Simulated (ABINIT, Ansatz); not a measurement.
# How the form of the self-energy moves the gap of SnF4 (I4/mmm), part 2 of 2

Wanted: the gap of SnF4 (I4/mmm) under several approximations, with cost.

ABINIT 10.8.3; PBEsol and many-body steps on it, plane waves. Known limits of the many-body steps: not at the basis limit; no spin-orbit coupling.

So far. Step 5 (G0W0, Hybertsen-Louie plasmon pole): Against G0W0 in ABINIT (4×4×4 mesh, 104 bands, screening to 141.5 eV, Godby-Needs plasmon pole), the gap moves by +0.526 eV. Step 6 (G0W0, Engel-Farid plasmon pole): Against G0W0 in ABINIT (4×4×4 mesh, 104 bands, screening to 141.5 eV, Godby-Needs plasmon pole), the gap moves by +0.004 eV.

## (7) One-shot Hartree-Fock

This step: one-shot Hartree-Fock on PBEsol, plane waves, norm-conserving pseudopotentials.

The input, run.abi:

```
acell 3*1.0 Angstrom
rprim 
  -2.025000000000 2.025000000000 3.965000000000
  2.025000000000 -2.025000000000 3.965000000000
  2.025000000000 2.025000000000 -3.965000000000
ntypat 2
znucl 50 9
natom 5
typat 1 2 2 2 2
xred 
  0.000000000000 0.000000000000 0.000000000000
  0.237000000000 0.237000000000 0.000000000000
  0.763000000000 0.763000000000 0.000000000000
  0.500000000000 0.000000000000 0.500000000000
  0.000000000000 0.500000000000 0.500000000000
pp_dirpath "pseudos"
pseudos "Sn.upf, F.upf"
ecut 38
ngkpt 4 4 4
nshiftk 1
shiftk 0 0 0
kptopt 1
chksymbreak 0
istwfk *1
occopt 1
irdwfk 1
optdriver 4
nband 29
gwcalctyp 5
ecutsigx 38
symsigma 1
nkptgw 2
kptgw 
  0.5000000000 0.5000000000 0.0000000000
  0.0000000000 0.0000000000 0.0000000000
bdgw 
  24 27
  24 27
ixc_sigma 40
fftgw 31
indata_prefix "in"
outdata_prefix "out"
tmpdata_prefix "tmp"
gwmem 00
```

Command:

```
$ OMP_NUM_THREADS=1 mpirun -n 4 abinit run.abi > log
```

The log of the run:

```text
.Version 10.8.3 of ABINIT. v10.8.2 released Aug 2026.

 Symmetries : space group I4/m m m (#139); Bravais tI (body-center tetrag.)
[... echo of the input left out ...]
== DATASET  1 ==================================================================
-   mpi_nproc: 4, omp_nthreads: 1 (-1 if OMP is not activated)

--- !DatasetInfo
iteration_state: {dtset: 1, }
dimensions: {natom: 5, nkpt: 13, mband: 29, nsppol: 1, nspinor: 1, nspden: 1, mpw: 4928, }
cutoff_energies: {ecut:  38.0, pawecutdg:  -1.0, }
[...]
Band     E0 <VxcDFT>   SigX SigC(E0)      Z dSigC/dE  Sig(E)    E-E0       E
[...]
26   4.085 -17.488 -13.247   0.000   1.000   0.000 -13.247   4.241   8.326
       27  12.318 -10.593  -5.530   0.000   1.000   0.000  -5.530   5.063  17.381

== END DATASET(S) ==============================================================
================================================================================

 -outvars: echo values of variables after computation  --------
           etotal      0.0000000000E+00
            nband          29
             nkpt          13
          spgroup         139
 [... the other variables as echoed above ...]

 Calculation completed.
```

It took 8.8 s on 4 MPI ranks of Intel Xeon Platinum 8488C (Sapphire Rapids), shared host; peak memory 0.99 GiB.

This step gave:

```yaml
quasiparticle_gap_on_the_points_computed: 15.75 eV
starting_gap_on_the_mesh: 3.412 eV
k_of_the_valence_top: 0.5, 0.5, 0
k_of_the_conduction_bottom: 0, 0, 0
least_direct_quasiparticle_gap_on_the_computed_points: 15.92 eV
```

Against G0W0 in ABINIT (4×4×4 mesh, 104 bands, screening to 141.5 eV, Godby-Needs plasmon pole), the gap moves by +8.614 eV.

## (8) Screening, 4×4×4 mesh, 104 bands, screening to 141.5 eV

This step: RPA screening on PBEsol, plane waves, norm-conserving pseudopotentials.

run.abi, as its differences from that of step 7:

```diff
@@ -26,16 +26,14 @@
 irdwfk 1
-optdriver 4
-nband 29
-gwcalctyp 5
-ecutsigx 38
-symsigma 1
-nkptgw 2
-kptgw 
-  0.5000000000 0.5000000000 0.0000000000
-  0.0000000000 0.0000000000 0.0000000000
-bdgw 
-  24 27
-  24 27
-ixc_sigma 40
-fftgw 31
+optdriver 3
+nband 104
+ecuteps 5.2
+inclvkb 2
+awtr 1
+symchi 1
+gwcalctyp 2
+nfreqre 16
+freqremax 40 eV
+nfreqim 8
+spmeth 1
+nomegasf 120
 indata_prefix "in"
@@ -43,2 +41,2 @@
 tmpdata_prefix "tmp"
-gwmem 00
+gwmem 10
```

The log of the run:

```text
.Version 10.8.3 of ABINIT. v10.8.2 released Aug 2026.

 Symmetries : space group I4/m m m (#139); Bravais tI (body-center tetrag.)
[... echo of the input left out ...]
== DATASET  1 ==================================================================
-   mpi_nproc: 4, omp_nthreads: 1 (-1 if OMP is not activated)

--- !DatasetInfo
iteration_state: {dtset: 1, }
dimensions: {natom: 5, nkpt: 13, mband: 104, nsppol: 1, nspinor: 1, nspden: 1, mpw: 4928, }
cutoff_energies: {ecut:  38.0, pawecutdg:  -1.0, }
electrons: {nelect:   5.00000000E+01, charge:   0.00000000E+00, occopt:   1.00000000E+00, tsmear:   1.00000000E-02, }

 SCREENING: Calculation of the susceptibility and dielectric matrices

 Based on a program developped by R.W. Godby, V. Olevano, G. Onida, and L. Reining.
 Incorporated in ABINIT by V. Olevano, G.-M. Rignanese, and M. Torrent.
.Using double precision arithmetic ; gwpc =  8

[... cell and pseudopotentials left out ...]
--------------------------------------------------------------------------------

 ==== K-mesh for the wavefunctions ====
 Number of points in the irreducible wedge :    13
[... list of points left out ...]
 Together with 16 symmetry operations and time-reversal symmetry
 yields    64 points in the full Brillouin Zone.

 ==== Q-mesh for the screening function ====
 Number of points in the irreducible wedge :    13
[... list of points left out ...]
 Together with 16 symmetry operations and time-reversal symmetry
 yields    64 points in the full Brillouin Zone.

 setmesh: FFT mesh size selected  =    45x   45x   45
          total number of points  =        91125

 vcoul_init : cutoff-mode = AUXILIARY_FUNCTION
 q-points for optical limit:   1
     1)      0.000010    0.000020    0.000030

- screening: taking advantage of time-reversal symmetry
- Maximum band index for partially occupied states nbvw = 25
- Remaining bands to be divided among processors   nbcw = 79
- Number of bands treated by each node ~19

 Number of electrons calculated from density =   50.0000; Expected =   50.0000
 average of density, n =  0.113925
 r_s =    1.2797
 omega_plasma =   32.5586 [eV]

 calculating chi0 at frequencies [eV] :
  1    0.000000E+00    0.000000E+00
  2    2.666667E+00    0.000000E+00
  3    5.333333E+00    0.000000E+00
[...]
23    0.000000E+00    8.292108E+01
 24    0.000000E+00    1.167538E+02

--------------------------------------------------------------------------------
  q-point number  1        q = ( 0.000000, 0.000000, 0.000000) [r.l.u.]
--------------------------------------------------------------------------------
[... chi0 elements left out ...]
  [... further frequencies ...]

 No. of calculated frequencies >  15, stop printing
 For q-point:  0.000010 0.000020 0.000030
  dielectric constant =   2.4015
  dielectric constant without local fields =   2.5148

  Average fulfillment of the sum rule on Im[epsilon] for q-point    1 :     44.82  [%]
[... wings left out ...]
  q-point number  2        q = ( 0.250000, 0.000000, 0.000000) [r.l.u.]
--------------------------------------------------------------------------------
[... chi0 elements left out ...]
  [... further frequencies ...]

 No. of calculated frequencies >  15, stop printing
  Average fulfillment of the sum rule on Im[epsilon] for q-point    2 :     57.07  [%]

 [... 11 further q-points ...]
```

Wall time 8.6 min (4 MPI ranks); peak memory 1.2 GiB.

This step gave:

```yaml
eps_infinity_with_local_fields_on_this_mesh_along_the_program_s_q_direction: 2.401
the_same_without_local_fields: 2.515
plasma_frequency: 32.56 eV
plane_waves_in_the_screening_matrix: 251
```

## (9) G0W0, contour deformation

This step: G0W0 on PBEsol, plane waves, norm-conserving pseudopotentials.

run.abi, as its differences from that of step 8:

```diff
@@ -26,14 +26,16 @@
 irdwfk 1
-optdriver 3
+optdriver 4
 nband 104
+gwcalctyp 2
+ecutsigx 38
+symsigma 1
+nkptgw 2
+kptgw 
+  0.5000000000 0.5000000000 0.0000000000
+  0.0000000000 0.0000000000 0.0000000000
+bdgw 
+  24 27
+  24 27
 ecuteps 5.2
-inclvkb 2
-awtr 1
-symchi 1
-gwcalctyp 2
-nfreqre 16
-freqremax 40 eV
-nfreqim 8
-spmeth 1
-nomegasf 120
+irdscr 1
 indata_prefix "in"
@@ -41,2 +43,2 @@
 tmpdata_prefix "tmp"
-gwmem 10
+gwmem 00
```

The log of the run:

```text
.Version 10.8.3 of ABINIT. v10.8.2 released Aug 2026.

 Symmetries : space group I4/m m m (#139); Bravais tI (body-center tetrag.)
[... echo of the input left out ...]
== DATASET  1 ==================================================================
-   mpi_nproc: 4, omp_nthreads: 1 (-1 if OMP is not activated)

--- !DatasetInfo
iteration_state: {dtset: 1, }
dimensions: {natom: 5, nkpt: 13, mband: 104, nsppol: 1, nspinor: 1, nspden: 1, mpw: 4928, }
cutoff_energies: {ecut:  38.0, pawecutdg:  -1.0, }
[...]
Band     E0 <VxcDFT>   SigX SigC(E0)      Z dSigC/dE  Sig(E)    E-E0       E
[...]
27  12.318 -10.593  -5.530  -3.227   0.865  -0.156  -9.005   1.588  13.906
       27   0.000   0.000   0.000  -0.014   0.000   0.000  -0.012  -0.012  -0.012

== END DATASET(S) ==============================================================
================================================================================

 -outvars: echo values of variables after computation  --------
           etotal      0.0000000000E+00
            nband         104
             nkpt          13
          spgroup         139
 [... the other variables as echoed above ...]

 Calculation completed.
```

Wall time 19 s (4 MPI ranks); peak memory 1.1 GiB.

Numbers from this step:

```
G0W0 gap on the points computed              : 6.98 eV
starting gap on the mesh                     : 3.412 eV
k of the valence top                         : 0.5, 0.5, 0
k of the conduction bottom                   : 0, 0, 0
least direct G0W0 gap on the computed points : 7.211 eV
```

Against G0W0 in ABINIT (4×4×4 mesh, 104 bands, screening to 141.5 eV, Godby-Needs plasmon pole), the gap moves by −0.157 eV.

## (10) The runs together

Times are wall times on 4 MPI ranks of Intel Xeon Platinum 8488C (Sapphire Rapids), shared host, good to a factor of about two. A run's time includes the screening step that it read.

| run | mesh | bands | screening cutoff (eV) | DFT gap (eV) | gap on the mesh (eV) | direct (eV) | ε∞ used | time |
| --- | --- | --- | --- | --- | --- | --- | --- | --- |
| G0W0, Godby-Needs plasmon pole | 4×4×4 | 104 | 141.5 | 3.412 | 7.137 | 7.379 | 2.39 | 5.3 min |
| G0W0, Hybertsen-Louie plasmon pole | 4×4×4 | 104 | 141.5 | 3.412 | 7.663 | 7.906 | 2.39 | 5.3 min |
| G0W0, Engel-Farid plasmon pole | 4×4×4 | 104 | 141.5 | 3.412 | 7.141 | 7.389 | 2.39 | 5.3 min |
| one-shot Hartree-Fock | 4×4×4 | - | - | 3.412 | 15.751 | 15.923 | - | 8.8 s |
| G0W0, contour deformation | 4×4×4 | 104 | 141.5 | 3.412 | 6.980 | 7.211 | 2.40 | 8.9 min |

## (11) Summary of results

* G0W0, Godby-Needs plasmon pole: 7.137 eV
* G0W0, Hybertsen-Louie plasmon pole: 7.663 eV
* G0W0, Engel-Farid plasmon pole: 7.141 eV
* one-shot Hartree-Fock: 15.751 eV
* G0W0, contour deformation: 6.980 eV
* known limits: not at the basis limit; no spin-orbit coupling

What this shows: G0W0, Hybertsen-Louie plasmon pole: +0.526 eV against G0W0, Godby-Needs plasmon pole. G0W0, Engel-Farid plasmon pole: +0.004 eV against G0W0, Godby-Needs plasmon pole. One-shot Hartree-Fock: +8.614 eV against G0W0, Godby-Needs plasmon pole. G0W0, contour deformation: −0.157 eV against G0W0, Godby-Needs plasmon pole. Bare exchange alone opens the gap to 15.75 eV; against G0W0, correlation takes back 8.61 eV. Bands and cutoff are finite, so the gap is not at the basis limit. The miss can reach some tenths of an eV and take either sign; the mesh is an error of its own. In the G0W0 runs levels were corrected at 2 k points alone, so a gap called «on the mesh» is the least over those, and an edge elsewhere would be missed. The many-body steps are scalar-relativistic: spin-orbit coupling is not in them.

[Paths, hosts, dates, memory and timing lines, banners, echoed tables and standing remarks are left out of the program output.]

[Logs are printed without paths, hosts, clocks, repeated set-up lines and the standing remarks that a program may print on its own settings, such as how far it seeks lower states.]

[Runs of the session that timed out or met a known fault of the program may be left out.]

[Hosts, paths, dates, database ids (printed as entryN), source tags and the programs' standing remarks are cut or masked in the printed files.]

[G0W0 gaps are taken among the corrected bands and points alone; a level outside them can change the order at an edge.]

[Where Ansatz stands beside ABINIT at settings called matched, ABINIT's density can come from a denser mesh and the files from another edition; pairs whose starting gaps differed by over 0.03 eV were left out, so agreement reads better than it is.]
